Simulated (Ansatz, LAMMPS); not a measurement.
**Li+ BF4- in ethylene carbonate and dimethyl sulfoxide and propylene carbonate, from a frame at 440 K (188 atoms): geometry optimisation**

Wanted: the relaxed structure of Li+ BF4- in ethylene carbonate and dimethyl sulfoxide and propylene carbonate, from a frame at 440 K (188 atoms) and its electronic structure.

Calculated with Ansatz 0.2.0; Kohn-Sham DFT, PBE+D4, PAW (set soft_2), plane waves.

Most raw output is cut from this account.

## Step 1: The structure

The cell holds 188 atoms: 44 C, 34 O, 76 H, 4 S, 5 B, 20 F and 5 Li. Its edges and angles: a = 13.521 Å, b = 13.521 Å, c = 13.521 Å, α = 90.0°, β = 90.0°, γ = 90.0°. 4 ethylene carbonate, 4 dimethyl sulfoxide, 6 propylene carbonate, 5 Li+, 5 BF4- placed at random, at 1.17 g/cm³; overlaps pushed apart, then 10 ps at 550 K with stiff harmonic cages for PF6 and BF4 with UFF radii; Joung-Cheatham ions (J. Phys. Chem. B 112, 9020 (2008)); MMFF94 bonds, angles, torsions, charges and radii (Halgren, J. Comput. Chem. 17, 490 (1996)) in harmonic and 12-6 forms; charges of ions scaled by 0.8. Snapshot after 30 ps at 440 K and fixed volume.

What the set-up can't give: The network of contacts between molecules at the start is that of the classical potential that made the cell. The Brillouin zone is sampled at Γ only, in a cell whose shortest periodic width is 14 Å.

## Step 2: Making the structure

A classical potential makes the cell, at a small fraction of what the same run would cost in DFT.

This step: classical MD, stiff harmonic cages for PF6 and BF4 with UFF radii; Joung-Cheatham ions (J. Phys. Chem. B 112, 9020 (2008)); MMFF94 bonds, angles, torsions, charges and radii (Halgren, J. Comput. Chem. 17, 490 (1996)) in harmonic and 12-6 forms; charges of ions scaled by 0.8 (LAMMPS 22 Jul 2025 - Update 4).

Input file in.lmp:

```
# Li+ BF4- in ethylene carbonate and dimethyl sulfoxide and propylene carbonate
units real
atom_style full
boundary p p p
bond_style harmonic
angle_style harmonic
dihedral_style opls
improper_style harmonic
special_bonds lj 0 0 0.5 coul 0 0 0.75
read_data data.lmp
neigh_modify delay 0 every 1 check yes one 4000
comm_modify cutoff 12.0
timestep 0.5
thermo_style custom step time temp pe press density
thermo_modify norm yes
# push overlapping molecules apart
pair_style soft 2.6
pair_coeff * * 0.0
variable a equal ramp(1,60)
fix ad all adapt 1 pair soft a * * v_a
velocity all create 550 706454 mom yes dist gaussian
fix lim all nve/limit 0.03
fix lan all langevin 550 550 50 706455 zero yes
thermo 1000
run 3000 post no
unfix ad
pair_style lj/cut/coul/long 9.0
pair_modify mix arithmetic tail yes
pair_coeff 1 1 0.0678 3.3680   # C
pair_coeff 2 2 0.0763 3.0430   # O
pair_coeff 3 3 0.0678 3.4070   # C
pair_coeff 4 4 0.0763 2.9870   # O
pair_coeff 5 5 0.0216 2.5400   # H
pair_coeff 6 6 0.2681 3.6400   # S
# [... 21 lines left out ...]
compute msd all msd com yes
thermo 7500
fix md all nvt temp 440 440 100
run 30000 post no
print "== T440: mean square displacement over the hold $(c_msd[4]:%.2f) A^2"
unfix md
uncompute msd
write_dump all custom T440.dump id type xs ys zs modify sort id
```

Run with:

```
$ lmp -in in.lmp -log none -nocite
```

Elapsed: 27 s, on 1 thread of Arm Neoverse V2, shared host; peak memory 0.12 GiB.

The input also reads data.lmp (atoms, bonds and types; not printed here).

## Step 3: Single point at the start

The forces at the start show how far the geometry lies from a minimum of this functional.

Input file input.yaml:

```yaml
crystal:
  lattice:
    - [13.52072, 0.0, 0.0]
    - [0.0, 13.52072, 0.0]
    - [0.0, 0.0, 13.52072]
  atoms:
    - { symbol: C, position: [0.63375, 0.85386, 0.3589] }
    - { symbol: C, position: [0.60481, 0.77275, 0.27982] }
    - { symbol: C, position: [0.4962, 0.74866, 0.28064] }
    - { symbol: O, position: [0.45045, 0.82332, 0.2241] }
    - { symbol: C, position: [0.5228, 0.84066, 0.1528] }
    - { symbol: O, position: [0.51265, 0.88887, 0.07922] }
    - { symbol: O, position: [0.61627, 0.80489, 0.18512] }
    - { symbol: H, position: [0.60749, 0.83624, 0.43005] }
    - { symbol: H, position: [0.60439, 0.92508, 0.34016] }
    - { symbol: H, position: [0.714, 0.86254, 0.35861] }
    - { symbol: H, position: [0.65159, 0.70848, 0.29494] }
    - { symbol: H, position: [0.47324, 0.67812, 0.2389] }
    - { symbol: H, position: [0.4707, 0.73922, 0.36] }
    - { symbol: C, position: [0.85925, 0.17641, 0.49157] }
    - { symbol: C, position: [0.89672, 0.12025, 0.58076] }
    - { symbol: C, position: [0.81858, 0.12117, 0.66708] }
    - { symbol: O, position: [0.75596, 0.04329, 0.63332] }
    - { symbol: C, position: [0.82057, 0.98131, 0.59542] }
    - { symbol: O, position: [0.79778, 0.89497, 0.58336] }
    - { symbol: O, position: [0.91088, 0.02021, 0.56478] }
    - { symbol: H, position: [0.91663, 0.18925, 0.43258] }
    - { symbol: H, position: [0.82689, 0.24698, 0.51605] }
    - { symbol: H, position: [0.80103, 0.13487, 0.45834] }
    - { symbol: H, position: [0.96436, 0.15638, 0.5986] }
    - { symbol: H, position: [0.85077, 0.09469, 0.73783] }
    - { symbol: H, position: [0.76934, 0.18454, 0.66795] }
    - { symbol: C, position: [0.9733, 0.80858, 0.83749] }
    - { symbol: C, position: [0.93458, 0.70456, 0.85268] }
    - { symbol: C, position: [0.9838, 0.62352, 0.8014] }
    - { symbol: O, position: [0.07588, 0.62307, 0.84764] }
    - { symbol: C, position: [0.04444, 0.63296, 0.9476] }
    - { symbol: O, position: [0.09966, 0.62044, 0.01895] }
    [... 150 atom lines left out ...]
    - { symbol: F, position: [0.00768, 0.19644, 0.87395] }
    - { symbol: Li, position: [0.30237, 0.83099, 0.23127] }
    - { symbol: Li, position: [0.87926, 0.17297, 0.96501] }
    - { symbol: Li, position: [0.74308, 0.76583, 0.62207] }
    - { symbol: Li, position: [0.3842, 0.42348, 0.36465] }
    - { symbol: Li, position: [0.13834, 0.48379, 0.08496] }
kpoints:
  mp_grid: { grid: [1, 1, 1] }
hamiltonian:
  xc: pbe
  dispersion: d4
scf:
  occupations: { method: fixed }
output:
  forces: true
  stress: true
  populations: true
  dos:
    method: { smearing: { sigma: 0.08 } }
    de: 0.1
    projected: { site_lists: { B: [B], C: [C], F: [F], H: [H], Li: [Li] } }
  eigenvalues: true
```

Run with:

```
$ ansatz run input.yaml --threads 4 --pin off --max-ram 8192MiB --backend cpu --events-out ev --progress --plain --runs-dir out
```

It took 51 s on 4 threads of Arm Neoverse V2, shared host; peak memory 3.6 GiB.

Read from the output:

```
free energy                                      : -53139.8468 eV
free energy per atom                             : -282.6588 eV/atom
SCF cycles                                       : 11
pressure                                         : 2.07 GPa
r.m.s. force component                           : 1.131 eV/Å
longest force                                    : 4.446 eV/Å
Fermi energy                                     : -0.9185 eV
gap (highest filled to lowest empty level) : 4.072 eV
spilling of the projection                       : 0.01261
```

The r.m.s. force component of 1.1 eV/Å and the pressure of 2.1 GPa set the starting point.

Length of the force by element:

```csv
element,coordination,atoms,mean length of the force (eV/Å),spread,least,most
B,all,5,2.34,0.995,1.03,3.95
C,all,44,2.32,1.03,0.760,4.45
F,all,20,1.85,1.10,0.494,4.41
H,all,76,1.06,0.576,0.0609,3.29
Li,all,5,0.734,0.138,0.474,0.871
O,all,34,1.90,0.911,0.361,4.05
S,all,4,3.39,0.921,1.83,4.12
```

## Step 4: Cell and atoms relaxed

The cell is relaxed with the atoms, since the starting lattice needn't suit this functional.

input.yaml, the sections that differ from step 3:

```yaml
output:
  forces: true
relax:
  f_tol: 0.05
  max_steps: 200
  cell: {}
# crystal, kpoints, hamiltonian, scf: as in step 3
```

The job ended after 31 min (4 threads; peak memory 3.3 GiB).

The program notes that the dispersion model switches parameters near this geometry. Further notices: relaxed geometry near dispersion switch.

The steps of the relaxation (22 of 73):

```csv
step,energy less that of the first step (eV),largest force component (eV/Å),pressure (GPa),volume (Å³)
1,0.0000,4.0169,2.07,2471.72
4,-12.0105,0.6195,-0.54,2441.86
8,-13.4668,0.3298,-0.19,2362.44
11,-13.6425,1.3446,0.55,2336.56
15,-14.0511,0.3044,-0.17,2337.45
18,-14.2871,0.3398,-0.11,2317.52
22,-14.4075,0.1368,-0.08,2318.54
25,-14.5757,0.2841,-0.11,2304.60
28,-14.6456,0.1398,-0.05,2306.33
32,-14.7737,0.1302,-0.06,2298.62
35,-14.8070,0.2033,-0.02,2301.25
39,-14.8247,0.0842,-0.04,2305.46
42,-14.8362,0.1371,-0.08,2306.08
46,-14.8660,0.0402,-0.02,2302.85
49,-14.9207,0.0823,-0.05,2293.58
52,-14.9453,0.0426,0.01,2290.93
56,-14.9619,0.0704,0.00,2289.86
59,-14.9669,0.1974,-0.09,2291.19
63,-14.9824,0.1081,0.01,2293.24
66*,-14.6603,0.0448,-0.24,2293.04
70*,-14.7555,0.0373,-0.07,2223.10
73*,-14.7862,0.0477,-0.01,2193.02
```

Relaxation steps marked * repeat the geometry before them on a plane-wave basis chosen anew for their cell, so energy and pressure can jump there. Other such steps can lie between the rows shown. Relaxation steps 11, 19, 51 were tried and not accepted.

```csv
cell as run,before,after,change
a (Å),13.521,13.096,-3.1 %
b (Å),13.521,13.103,-3.1 %
c (Å),13.521,12.823,-5.2 %
α (°),90.00,89.95,-0.1 %
β (°),90.00,85.52,-5.0 %
γ (°),90.00,88.71,-1.4 %
volume (Å³/atom),13.15,11.67,-11.3 %
```

The atoms that moved most (Å, as changes of fractional coordinates times the final cell):

```csv
atom,dx,dy,dz,length
H38,0.790,1.814,-2.176,2.941
H34,-2.193,-0.418,-0.913,2.412
H36,-2.124,0.861,-0.243,2.305
H76,-0.136,-0.591,2.169,2.252
H39,0.783,2.090,0.140,2.237
O71,1.509,0.150,1.636,2.231
O69,0.834,-1.623,1.268,2.222
F180,0.797,-0.925,-1.712,2.103
```

The relaxation changed the energy by -78.7 meV/atom, and atoms moved by 1.1 Å r.m.s., 2.9 Å at most.

## Step 5: Structure statistics after relaxation

Density 1.32 g/cm³, 11.66 Å³ an atom.

Pair distribution functions g(r), in bins of 0.2 Å:

```csv
r (Å),total,H-H,H-C,H-O,H-F,H-B,H-Li
1.00,3.25,0.00,17.15,0.00,0.00,0.00,0.00
1.20,0.33,0.00,0.00,0.00,0.00,0.00,0.00
1.40,1.50,0.00,0.00,0.00,0.00,0.00,0.00
1.60,0.42,0.00,0.00,0.00,0.00,0.00,0.00
1.80,1.05,5.22,0.00,0.00,0.00,0.00,0.00
2.00,0.59,0.00,0.00,2.67,0.00,0.00,0.00
2.20,1.17,0.00,3.17,0.13,0.45,0.00,0.00
2.40,1.14,1.54,0.00,0.69,1.21,0.00,0.00
2.60,0.64,1.32,0.22,0.89,1.62,0.00,0.00
2.80,0.86,1.12,1.43,1.77,0.96,0.83,0.58
3.00,0.80,1.08,0.96,1.33,0.89,1.31,0.52
3.20,0.89,0.81,0.93,1.00,0.85,2.00,0.92
3.40,1.00,0.60,0.97,0.76,1.00,1.77,1.02
3.60,0.92,0.60,1.14,0.70,0.80,1.40,1.61
3.80,0.94,1.46,0.69,0.87,1.14,0.48,0.94
4.00,0.95,0.65,0.82,1.35,1.15,1.45,0.72
4.20,1.02,0.86,0.69,1.33,1.27,1.18,0.92
4.40,0.98,0.92,0.77,0.96,1.29,1.30,0.48
4.60,1.02,0.96,1.00,0.85,1.52,0.86,1.84
4.80,0.97,1.01,1.06,0.95,0.89,0.80,1.49
5.00,1.08,0.95,1.01,1.12,0.77,1.47,1.01
5.20,1.06,1.05,1.07,0.93,0.84,1.36,1.28
5.40,1.04,0.90,0.98,0.96,1.11,1.02,1.43
5.60,1.04,0.90,1.08,0.98,0.95,0.95,1.03
5.80,1.06,1.03,1.19,0.96,1.11,1.03,1.37
6.00,0.98,1.15,0.88,1.02,1.25,0.90,0.96
6.20,1.01,1.20,1.04,1.04,0.97,0.65,1.25
```

## Step 6: Single point at the relaxed geometry

The electronic structure is read at the final geometry, in a run of its own.

Input file input.yaml:

```yaml
crystal:
  lattice:
    - [13.08498, 0.14703, 0.50701]
    - [0.14703, 13.10242, 0.00281]
    - [0.50701, 0.00281, 12.81266]
  atoms:
    - { symbol: C, position: [0.62423, 0.87244, 0.31195] }
    - { symbol: C, position: [0.59428, 0.7699, 0.27115] }
    - { symbol: C, position: [0.48493, 0.73962, 0.30557] }
    - { symbol: O, position: [0.42726, 0.78054, 0.22149] }
    - { symbol: C, position: [0.493, 0.79252, 0.13461] }
    - { symbol: O, position: [0.46605, 0.81681, 0.04995] }
    - { symbol: O, position: [0.59048, 0.77502, 0.15682] }
    - { symbol: H, position: [0.62137, 0.86964, 0.39745] }
    - { symbol: H, position: [0.57187, 0.93362, 0.28898] }
    - { symbol: H, position: [0.70238, 0.8909, 0.2831] }
    - { symbol: H, position: [0.65055, 0.70974, 0.28649] }
    - { symbol: H, position: [0.4755, 0.65664, 0.30814] }
    - { symbol: H, position: [0.45396, 0.7752, 0.37872] }
    - { symbol: C, position: [0.84927, 0.2144, 0.4416] }
    - { symbol: C, position: [0.87799, 0.1358, 0.52108] }
    - { symbol: C, position: [0.81169, 0.13966, 0.62574] }
    - { symbol: O, position: [0.76051, 0.04224, 0.63147] }
    - { symbol: C, position: [0.79362, 0.98485, 0.54874] }
    - { symbol: O, position: [0.76667, 0.89777, 0.53534] }
    - { symbol: O, position: [0.86036, 0.0327, 0.48225] }
    - { symbol: H, position: [0.89766, 0.20683, 0.36818] }
    - { symbol: H, position: [0.85924, 0.29117, 0.47329] }
    - { symbol: H, position: [0.76869, 0.20764, 0.42569] }
    - { symbol: H, position: [0.95973, 0.13732, 0.53397] }
    - { symbol: H, position: [0.85731, 0.14458, 0.69335] }
    - { symbol: H, position: [0.75255, 0.20029, 0.62798] }
    - { symbol: C, position: [0.85164, 0.82762, 0.79252] }
    - { symbol: C, position: [0.90554, 0.72477, 0.78712] }
    - { symbol: C, position: [0.01382, 0.72275, 0.73313] }
    - { symbol: O, position: [0.07094, 0.65441, 0.7983] }
    - { symbol: C, position: [0.0167, 0.6434, 0.89121] }
    - { symbol: O, position: [0.04848, 0.59846, 0.96539] }
    [... 150 atom lines left out ...]
    - { symbol: F, position: [0.99862, 0.12795, 0.79161] }
    - { symbol: Li, position: [0.26852, 0.78121, 0.2409] }
    - { symbol: Li, position: [0.92234, 0.1414, 0.92266] }
    - { symbol: Li, position: [0.68749, 0.78333, 0.57944] }
    - { symbol: Li, position: [0.38189, 0.43506, 0.3569] }
    - { symbol: Li, position: [0.12466, 0.48198, 0.01097] }
kpoints:
  mp_grid: { grid: [1, 1, 1] }
hamiltonian:
  xc: pbe
  dispersion: d4
scf:
  occupations: { method: fixed }
output:
  forces: true
  stress: true
  populations: true
  dos:
    method: { smearing: { sigma: 0.15 } }
    de: 0.1
    projected: { site_lists: { B: [B], C: [C], F: [F], H: [H], Li: [Li] } }
  eigenvalues: true
  write_density: true
  write_potential: true
  volumetric_format: npy
  elf: true
```

Wall time 46 s (4 threads); peak memory 3.2 GiB.

The program notes that the exchange-correlation potential is rough where the density is thin.

The run gave:

* free energy: -53154.6330 eV
* free energy per atom: -282.7374 eV/atom
* SCF cycles: 10
* pressure: -0.008623 GPa
* r.m.s. force component: 0.00986 eV/Å
* longest force: 0.04971 eV/Å
* Fermi energy: -0.245 eV
* gap (highest filled to lowest empty level): 4.648 eV
* spilling of the projection: 0.01223

Löwdin charges by element (they lack the spilled electrons, 0.042 e an atom on average):

```csv
element,coordination,atoms,mean charge (e),spread,least,most
B,all,5,0.873,0.0109,0.858,0.887
C,all,44,-0.0132,0.461,-0.593,0.728
F,all,20,-0.382,0.014,-0.405,-0.357
H,all,76,0.213,0.011,0.191,0.237
Li,all,5,0.780,0.0177,0.755,0.807
O,all,34,-0.384,0.176,-0.830,-0.249
S,all,4,1.20,0.0069,1.19,1.21
```

Density of states as counts of states in windows of 1 eV (from the Fermi level), total and the larger projections:

```csv
from (eV),to (eV),total,C p,F p,H s
-10,-9,28.1,7.2,0.0,2.2
-9,-8,7.8,1.0,4.2,0.4
-8,-7,35.5,12.4,3.9,3.7
-7,-6,59.2,11.1,23.1,5.0
-6,-5,61.0,23.3,1.4,8.6
-5,-4,67.3,24.2,16.8,10.7
-4,-3,89.8,19.2,33.7,8.5
-3,-2,53.8,6.7,27.4,2.9
-2,-1,53.7,6.6,0.5,4.5
-1,0,7.0,0.7,0.0,0.3
0,1,1.5,0.1,0.0,0.1
1,4,0.0,0.0,0.0,0.0
4,5,13.7,5.6,0.0,0.9
```

With fixed occupations the program's Fermi level is the highest filled level; weight inside the gap is the broadening of levels at its edges.

Between -26 and -10 eV lie 175 more states.

Not all projections were asked for or kept, so they needn't add up to the total.

The levels nearest the highest filled one (over half full), pooled over k-points and spins:

```csv
level less the highest filled one (eV),occupation
-1.20,2
-1.13,2
-0.260,2
-0.229,2
-0.201,2
0,2
4.65,0
4.74,0
4.79,0
4.81,0
4.90,0
4.94,0
```

ELF in the ab plane at fractional z = 0.084, with atoms of C and H and O and S and B and F within 0.2 Å of it. It is the smooth field of the valence electrons, not physical close to the nuclei.

Ten even steps from '0' (0.00 × 1e-1) to '9' (9.96 × 1e-1), each cell a mean:
```
8510000000000000000047887300101452168
9830002343210000110001221038865785489
9720014677641013554200000289985687789
5300013566641037777510110058862254224
0000000112210047777521463002346764100
0000000122100014577422575100124542000
0000000122100000233212454100000100000
0000000000000000000001221000000000000
0000000000001453100000000000000000000
0000000110015787520000000000000000000
0000025665215787520000000000000000110
0000037877512576301441000000000000000
4430015788510121038996211000012321002
7775101454200000179997678610035664116
6677300000000000047766899940036765237
7775103541001220002345899940013333115
1110059997322331001233355400000012211
1000069996443110000000000000000011111
1000003553464100010000000000000000001
0002210146652002553211000000000000000
0158873223320016776654310000000000000
0389996214773015777646655300000000000
0059984003674002344457678720000001110
3002320000000000000257678720000134554
```
Columns run along a (13.1 Å), rows up along b (13.1 Å). Atoms in or near the plane, at fractional coordinates: C at (0.26, 0.24), H at (0.11, 0.09), H at (0.20, 0.29), O at (0.61, 0.03), H at (0.52, 0.44), H at (0.64, 0.38), C at (0.83, 0.86), S at (0.92, 0.95), H at (0.75, 0.89), B at (0.94, 0.33), F at (0.03, 0.39).

[end of part 1 of 2]

[Logs are printed without paths, hosts, clocks, repeated set-up lines and the standing remarks that a program may print on its own settings, such as how far it seeks lower states.]

[Hosts, paths, dates, database ids (printed as entryN), source tags and the programs' standing remarks are cut or masked in the printed files.]

[The MMFF94 radii named for the starting cell were scaled by 0.96; in molecules described by MMFF94, hydrogen bound to N, O or S took a small fixed 12-6 site in their place.]
